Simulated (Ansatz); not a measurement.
# Ag2Bi (built on the sites of a database entry of YAu2): from the cell to its phonons

Aim: the vibrations of Ag2Bi (built on the sites of a database entry of YAu2), their spectra, and whether the structure is stable.

Program: Ansatz 0.2.0. Level of theory: DFT PBEsol, scalar-relativistic, plane waves, PAW. Results are calculated unless marked as measured.

Report form: the programs' logs are mostly left out.

The structure was built from a prototype and need not be the compound's stable phase.

**1. The structure**

Symmetry: I4/mmm, No. 139, tetragonal system. Conventional cell: a = 3.491 Å, b = 3.491 Å, c = 8.468 Å, α = 90.00°, β = 90.00°, γ = 90.00°. Nearest to Bi lie 10 Ag at 2.84 Å. Nearest to Ag lie 5 Ag at 2.80 to 2.86 Å and 5 Bi at 2.84 Å. Farther neighbours are not listed.

**2. Rough relaxation**

The start is far from rest, so a relaxation with loose tolerances brings it close first.

input.yaml

```yaml
crystal:
  lattice:
    - [-1.74532, 1.74532, 4.23399]
    - [1.74532, -1.74532, 4.23399]
    - [1.74532, 1.74532, -4.23399]
  atoms:
    - { symbol: Bi, position: [0.0, 0.0, 0.0] }
    - { symbol: Ag, position: [0.66514673, 0.66514673, 0.0] }
    - { symbol: Ag, position: [0.33485327, 0.33485327, 0.0] }
kpoints:
  mp_grid: { grid: [8, 8, 8] }
hamiltonian:
  xc: pbesol
scf:
  occupations: { method: gaussian, width: 0.1 }
output:
  forces: true
  stress: true
  eigenvalues: true
relax:
  adjacent_minimum: "off"
  f_tol: 0.05
  max_steps: 80
  cell: { stress_tol: 0.5 }
```

Started as:

```console
> ansatz run input.yaml --threads 8 --pin off --max-ram 14336MiB --backend cpu --events-out ev --progress --plain --runs-dir out
```

Wall time 11 s (8 threads of Arm Neoverse V2, shared host); peak memory 0.52 GiB; 75 s of CPU time.

Step by step:

```
step  energy less that of the first step (eV)  largest force component (eV/Å)  pressure (GPa)  volume (Å³)
   1                                   0.0000                          0.7567           29.02        51.59
   2                                  -0.8157                          0.1628            5.78        59.52
   3                                  -0.8742                          0.0910            1.73        61.86
   4                                  -0.8853                          0.0616            0.03        62.98
   5                                  -0.8969                          0.0075           -0.60        63.36
   6                                  -0.9194                          0.1570           -0.41        63.26
   7                                  -0.9282                          0.0450           -0.12        62.83
  8*                                  -0.9443                          0.0457            0.41        62.83
   9                                  -0.9601                          0.0069           -0.34        63.37
  10                                  -0.9587                          0.1194            0.75        62.77
  11                                  -0.9628                          0.0226           -0.02        63.13
 12*                                  -0.9628                          0.0225           -0.02        63.13
```

Relaxation steps marked * repeat the geometry before them on a plane-wave basis chosen anew for their cell, so energy and pressure can jump there. Relaxation step 10 was tried and not accepted.

The run keeps the 16 symmetry operations that it works with, so distortions that break them were not tested.

```csv
cell as run,before,after,change
a (Å),4.901,5.682,+15.9 %
b (Å),4.901,5.682,+15.9 %
c (Å),4.901,5.682,+15.9 %
α (°),138.28,143.97,+4.1 %
β (°),138.28,143.97,+4.1 %
γ (°),60.48,51.88,-14.2 %
volume (Å³/atom),17.20,21.04,+22.4 %
```

The atoms that moved most (Å, as changes of fractional coordinates times the final cell):

| atom | dx | dy | dz | length |
| --- | --- | --- | --- | --- |
| Ag2 | 0.000 | 0.000 | 0.186 | 0.186 |
| Ag3 | 0.000 | 0.000 | -0.186 | 0.186 |

The relaxed structure:

```
Bi Ag
1.0
    -1.75746    1.75746    5.10984
     1.75746   -1.75746    5.10984
     1.75746    1.75746   -5.10984
Bi Ag
1 2
Direct
  0.00000 0.00000 0.00000
  0.68337 0.68337 0.00000
  0.31663 0.31663 0.00000
```

This step gave:

* pressure: -0.02439 GPa
* volume per atom: 21.04 Å³
* gap on the k-mesh: 0 eV

In this step the volume went from 17.20 to 21.04 Å³/atom.

**3. Bringing the structure to rest**

Harmonic phonons are second derivatives at a point where the forces vanish, and they are wanted at zero stress, so atoms and cell are relaxed first.

input.yaml

```yaml
crystal:
  lattice:
    - [-1.7574642986, 1.7574642986, 5.1098417529]
    - [1.7574642986, -1.7574642986, 5.1098417529]
    - [1.7574642986, 1.7574642986, -5.1098417529]
  atoms:
    - { symbol: Bi, position: [0.0, 0.0, 0.0] }
    - { symbol: Ag, position: [0.683371538, 0.683371538, 0.0] }
    - { symbol: Ag, position: [0.316628462, 0.316628462, 0.0] }
kpoints:
  mp_grid: { grid: [16, 16, 16] }
hamiltonian:
  xc: pbesol
scf:
  occupations: { method: gaussian, width: 0.1 }
output:
  forces: true
  stress: true
  eigenvalues: true
  write_density: true
  write_potential: true
  elf: true
  volumetric_format: npy
relax:
  adjacent_minimum: "off"
  f_tol: 0.005
  max_steps: 80
  cell: { stress_tol: 0.05 }
```

Wall time 34 s (8 threads); peak memory 0.87 GiB.

Step by step:

```
step  energy less that of the first step (eV)  largest force component (eV/Å)  pressure (GPa)  volume (Å³)
   1                                   0.0000                          0.0277           -0.01        63.13
   2                                  -0.0002                          0.0033           -0.01        63.16
   3                                  -0.0003                          0.0039            0.02        63.15
   4                                  -0.0003                          0.0074           -0.03        63.21
   5                                  -0.0004                          0.0057            0.04        63.16
   6                                  -0.0004                          0.0002            0.00        63.18
  7*                                  -0.0004                          0.0002            0.00        63.18
```

Relaxation steps marked * repeat the geometry before them on a plane-wave basis chosen anew for their cell, so energy and pressure can jump there.

Forces are held to the 16 operations that the run works with; a distortion that breaks them can't arise in this run.

```
conventional cell, symmetrised  before   after  change
                         a (Å)   3.515   3.501  -0.4 %
                         b (Å)   3.515   3.501  -0.4 %
                         c (Å)  10.220  10.310  +0.9 %
              volume (Å³/atom)   21.04   21.06  +0.1 %
```

The relaxed structure:

```cif
data_structure
_symmetry_space_group_name_H-M 'P 1'
_symmetry_Int_Tables_number 1
_cell_length_a 5.7184
_cell_length_b 5.7184
_cell_length_c 5.7184
_cell_angle_alpha 144.351
_cell_angle_beta 144.351
_cell_angle_gamma 51.303
_cell_volume 63.18
loop_
_atom_site_label
_atom_site_type_symbol
_atom_site_fract_x
_atom_site_fract_y
_atom_site_fract_z
_atom_site_occupancy
Bi1 Bi 0.00000 0.00000 0.00000 1
Ag2 Ag 0.68405 0.68405 0.00000 1
Ag3 Ag 0.31595 0.31595 0.00000 1
```

This step gave:

| Quantity | Value |
| --- | --- |
| pressure | 0.001607 GPa |
| volume per atom | 21.06 Å³ |

Valence density in the ab plane of the cell as run, not the conventional one, at fractional z = 0.000, with atoms of Bi and Ag within 0.2 Å of it. It is the smooth field of the valence electrons, not physical close to the nuclei.

Values in e/Å³, 16 rows by 16 columns, each cell a mean:
```
 7  6  3  1  0  0  0  0  0  0  0  0  0  0  2  5
 4  5  3  1  0  0  0  0  1  1  1  0  0  0  0  2
 1  2  2  1  0  0  0  1  2  5  4  2  0  0  0  0
 0  0  1  0  0  0  0  0  3  8 13  8  2  0  0  0
 0  0  0  0  0  0  0  0  1  7 17 17  8  2  0  0
 0  0  0  0  0  0  0  0  0  2 10 17 13  4  1  0
 0  0  0  0  0  0  0  0  0  0  2  7  8  5  1  0
 0  0  1  1  1  0  0  0  0  0  0  1  3  2  1  0
 0  1  2  5  5  2  1  0  0  0  0  0  0  1  0  0
 0  0  2  8 13 10  3  1  0  0  0  0  0  0  0  0
 0  0  1  6 15 19 10  2  0  0  0  0  0  0  0  0
 0  0  0  2  8 15 13  5  1  0  0  0  0  0  0  0
 0  0  0  0  2  6  8  5  1  0  0  0  0  1  1  1
 2  1  0  0  0  1  2  2  1  0  0  0  1  2  3  3
 5  2  1  0  0  0  0  1  0  0  0  0  0  2  5  6
 7  5  2  0  0  0  0  0  0  0  0  0  0  1  4  7
```
Columns run along a (5.7 Å), rows up along b (5.7 Å). Atoms in or near the plane, at fractional coordinates: Bi at (0.00, 0.00), Ag at (0.68, 0.68), Ag at (0.32, 0.32).

ELF in the ab plane of the cell as run, not the conventional one, at fractional z = 0.000, with atoms of Bi and Ag within 0.2 Å of it. It is the smooth field of the valence electrons, not physical close to the nuclei.

Values, 16 rows by 16 columns, each cell a mean:
```
0.14 0.11 0.33 0.42 0.32 0.21 0.18 0.18 0.19 0.19 0.18 0.19 0.25 0.36 0.41 0.21
0.27 0.21 0.33 0.43 0.37 0.24 0.18 0.22 0.30 0.32 0.26 0.20 0.19 0.26 0.37 0.41
0.42 0.41 0.42 0.44 0.38 0.27 0.18 0.24 0.41 0.51 0.49 0.36 0.22 0.19 0.26 0.36
0.34 0.39 0.41 0.41 0.38 0.29 0.19 0.23 0.42 0.61 0.69 0.60 0.40 0.22 0.19 0.25
0.23 0.28 0.32 0.34 0.34 0.28 0.19 0.19 0.34 0.57 0.78 0.79 0.60 0.36 0.20 0.19
0.19 0.19 0.19 0.21 0.23 0.22 0.18 0.16 0.22 0.42 0.64 0.78 0.69 0.49 0.26 0.18
0.18 0.18 0.19 0.19 0.18 0.17 0.16 0.14 0.16 0.23 0.42 0.57 0.61 0.51 0.32 0.19
0.18 0.21 0.30 0.34 0.30 0.21 0.16 0.14 0.14 0.16 0.22 0.34 0.42 0.41 0.30 0.19
0.18 0.23 0.40 0.52 0.52 0.41 0.24 0.16 0.14 0.14 0.16 0.19 0.23 0.24 0.22 0.18
0.18 0.21 0.39 0.60 0.71 0.64 0.45 0.24 0.16 0.16 0.18 0.19 0.19 0.18 0.18 0.18
0.19 0.19 0.30 0.54 0.76 0.82 0.64 0.41 0.21 0.17 0.22 0.28 0.29 0.27 0.24 0.21
0.25 0.19 0.20 0.36 0.59 0.76 0.71 0.52 0.30 0.18 0.23 0.34 0.38 0.38 0.37 0.32
0.36 0.27 0.19 0.21 0.36 0.54 0.60 0.52 0.34 0.19 0.21 0.34 0.41 0.44 0.43 0.42
0.41 0.37 0.27 0.19 0.20 0.30 0.39 0.40 0.30 0.19 0.19 0.32 0.41 0.42 0.33 0.33
0.21 0.39 0.37 0.27 0.19 0.19 0.21 0.23 0.21 0.18 0.19 0.28 0.39 0.41 0.21 0.11
0.27 0.21 0.41 0.36 0.25 0.19 0.18 0.18 0.18 0.18 0.19 0.23 0.34 0.42 0.27 0.14
```
Columns run along a (5.7 Å), rows up along b (5.7 Å). Atoms in or near the plane, at fractional coordinates: Bi at (0.00, 0.00), Ag at (0.68, 0.68), Ag at (0.32, 0.32).

Electrostatic potential energy in the ab plane of the cell as run, not the conventional one, at fractional z = 0.000, with atoms of Bi and Ag within 0.2 Å of it. With pseudopotentials it is smooth inside the atoms' cores, unlike the true potential.

Values in eV, 16 rows by 16 columns, each cell a mean:
```
-71 -71 -44  -3  12  16  16  14  13  14  16  17  15   7 -19 -61
-54 -64 -46 -11   9  15  15  10   3   1   6  13  16  14   5 -19
 -9 -24 -22  -6   8  14  14   7  -7 -14 -13  -2  11  15  14   7
 11   5   2   5  10  14  15   9  -8 -21 -25 -19  -4  11  16  15
 16  14  12  12  14  16  16  14   0 -18 -28 -29 -19  -2  13  17
 17  16  15  15  16  17  17  17  11  -6 -22 -28 -25 -13   6  16
 16  14  12  12  14  17  17  17  16  10  -6 -18 -21 -14   1  14
 15  10   2  -1   3  11  16  17  17  16  11   0  -8  -7   3  13
 15   9  -6 -15 -15  -5   9  16  17  17  17  14   9   7  10  14
 16  11  -5 -20 -26 -22  -8   9  16  17  17  16  15  14  15  16
 17  15   3 -16 -27 -30 -22  -5  11  17  17  16  14  14  15  16
 15  16  13  -2 -19 -27 -26 -15   3  14  16  14  10   8   9  12
  8  14  16  12  -2 -16 -20 -15  -1  12  15  12   5  -6 -11  -3
-18   4  13  16  13   3  -5  -6   2  12  15  12   2 -22 -46 -44
-61 -26   4  14  16  15  11   9  10  14  16  14   5 -24 -64 -71
-71 -61 -18   8  15  17  16  15  15  16  17  16  11  -9 -54 -71
```
Columns run along a (5.7 Å; values clipped at the 3rd and 97th percentile), rows up along b (5.7 Å). Atoms in or near the plane, at fractional coordinates: Bi at (0.00, 0.00), Ag at (0.68, 0.68), Ag at (0.32, 0.32).

In this step the volume went from 21.04 to 21.06 Å³/atom.

**4. Tight relaxation**

Phonons need a cell at rest on their own settings, so the relaxation is repeated with tight tolerances on forces and stress on the k mesh and occupations of the first response run.

input.yaml

```yaml
crystal:
  lattice:
    - [-1.7504301747, 1.7504301747, 5.1547894087]
    - [1.7504301747, -1.7504301747, 5.1547894087]
    - [1.7504301747, 1.7504301747, -5.1547894087]
  atoms:
    - { symbol: Bi, position: [0.0, 0.0, 0.0] }
    - { symbol: Ag, position: [0.6840467238, 0.6840467238, 0.0] }
    - { symbol: Ag, position: [0.3159532762, 0.3159532762, 0.0] }
kpoints:
  mp_grid: { grid: [16, 16, 16] }
hamiltonian:
  xc: pbesol
scf:
  occupations: { method: methfessel_paxton, width: 0.2 }
output:
  forces: true
  stress: true
  eigenvalues: true
relax:
  adjacent_minimum: "off"
  f_tol: 0.001
  max_steps: 60
  cell: { stress_tol: 0.01 }
```

It took 27 s on 8 threads; peak memory 0.84 GiB; 3.4 min of CPU time.

Relaxation path:

| step | energy less that of the first step (eV) | largest force component (eV/Å) | pressure (GPa) | volume (Å³) |
| --- | --- | --- | --- | --- |
| 1 | 0.0000 | 0.0008 | 0.00 | 63.18 |
| 2 | 0.0000 | 0.0002 | 0.00 | 63.18 |
| 3 | 0.0000 | 0.0011 | 0.06 | 63.13 |
| 4 | 0.0000 | 0.0008 | -0.03 | 63.20 |
| 5 | 0.0000 | 0.0031 | 0.02 | 63.16 |
| 6 | 0.0000 | 0.0001 | 0.00 | 63.17 |
| 7* | 0.0000 | 0.0001 | 0.00 | 63.17 |

Relaxation steps marked * repeat the geometry before them on a plane-wave basis chosen anew for their cell, so energy and pressure can jump there. Relaxation step 3 was tried and not accepted.

Forces are held to the 16 operations that the run works with; a distortion that breaks them can't arise in this run.

| conventional cell, symmetrised | before | after | change |
| --- | --- | --- | --- |
| a (Å) | 3.501 | 3.504 | +0.1 % |
| b (Å) | 3.501 | 3.504 | +0.1 % |
| c (Å) | 10.310 | 10.288 | -0.2 % |
| volume (Å³/atom) | 21.06 | 21.06 | -0.0 % |

The relaxed structure:

```
Bi Ag
1.0
    -1.75218    1.75218    5.14422
     1.75218   -1.75218    5.14422
     1.75218    1.75218   -5.14422
Bi Ag
1 2
Direct
  0.00000 0.00000 0.00000
  0.68406 0.68406 0.00000
  0.31594 0.31594 0.00000
```

This step gave:

- pressure: -4.09e-4 GPa

The largest force component left is 0.079 meV/Å and the pressure is 0.000 GPa, within the tolerances set. The cell now holds 21.06 Å³/atom.

**5. Modes at Γ**

The zone centre comes first: it holds the modes that light can see, as far as symmetry allows. No field response is asked, since the mesh shows no gap.

input.yaml, the sections that differ from step 4:

```yaml
crystal:
  lattice:
    - [-1.7521753339, 1.7521753339, 5.1442189493]
    - [1.7521753339, -1.7521753339, 5.1442189493]
    - [1.7521753339, 1.7521753339, -5.1442189493]
  atoms:
    - { symbol: Bi, position: [0.0, 0.0, 0.0] }
    - { symbol: Ag, position: [0.6840593265, 0.6840593265, 0.0] }
    - { symbol: Ag, position: [0.3159406735, 0.3159406735, 0.0] }
output:
  eigenvalues: true
phonons:
  method: dfpt
# kpoints, hamiltonian, scf: as in step 4
# relax: removed
```

Run time: 1.8 min. Hardware: 8 threads; peak memory 3.4 GiB.

Numbers from this step:

```
sum-rule residual before enforcement                    : 4.57e-5 eV/Å²
point group                                             : 4/mmm
highest optical mode at the zone centre (no LO-TO term) : 125.4 cm⁻¹
lowest optical zone-centre mode                         : 59.18 cm⁻¹
```

Patterns of degenerate modes are one choice out of their space. The modes at Γ (shares of kinetic energy by element, %):

| mode | frequency (cm⁻¹) | symmetry | Bi % | Ag % |
| --- | --- | --- | --- | --- |
| 1 | 0.0 | acoustic | 49 | 51 |
| 2 | 0.0 | acoustic | 49 | 51 |
| 3 | 0.0 | acoustic | 49 | 51 |
| 4 | 59.2 | Eu | 51 | 49 |
| 5 | 59.2 | Eu | 51 | 49 |
| 6 | 97.3 | A2u | 51 | 49 |
| 7 | 106.0 | A1g | 0 | 100 |
| 8 | 125.4 | Eg | 0 | 100 |
| 9 | 125.4 | Eg | 0 | 100 |

Displacements in mode 5 (59.2 cm⁻¹), the largest set to 1:
```
Bi1  0.00  1.00  0.00
Ag2  0.00 -0.97  0.00
Ag3  0.00 -0.97  0.00
```

Displacements in mode 8 (125.4 cm⁻¹), the largest set to 1:
```
Bi1  0.00  0.00  0.00
Ag2  0.10 -1.00  0.00
Ag3 -0.10  1.00  0.00
```

Before it was imposed, the acoustic sum rule was missed by 4.6e-5 eV/Å². Small misses are needed for a sound result but don't prove that mesh and cutoff are converged. The lowest optical mode is real, 59.2 cm⁻¹.

(Continued in part 2 of 2.)

[Logs are printed without paths, hosts, clocks, repeated set-up lines and the standing remarks that a program may print on its own settings, such as how far it seeks lower states.]

[Hosts, paths, dates, database ids (printed as entryN), source tags and the programs' standing remarks are cut or masked in the printed files.]
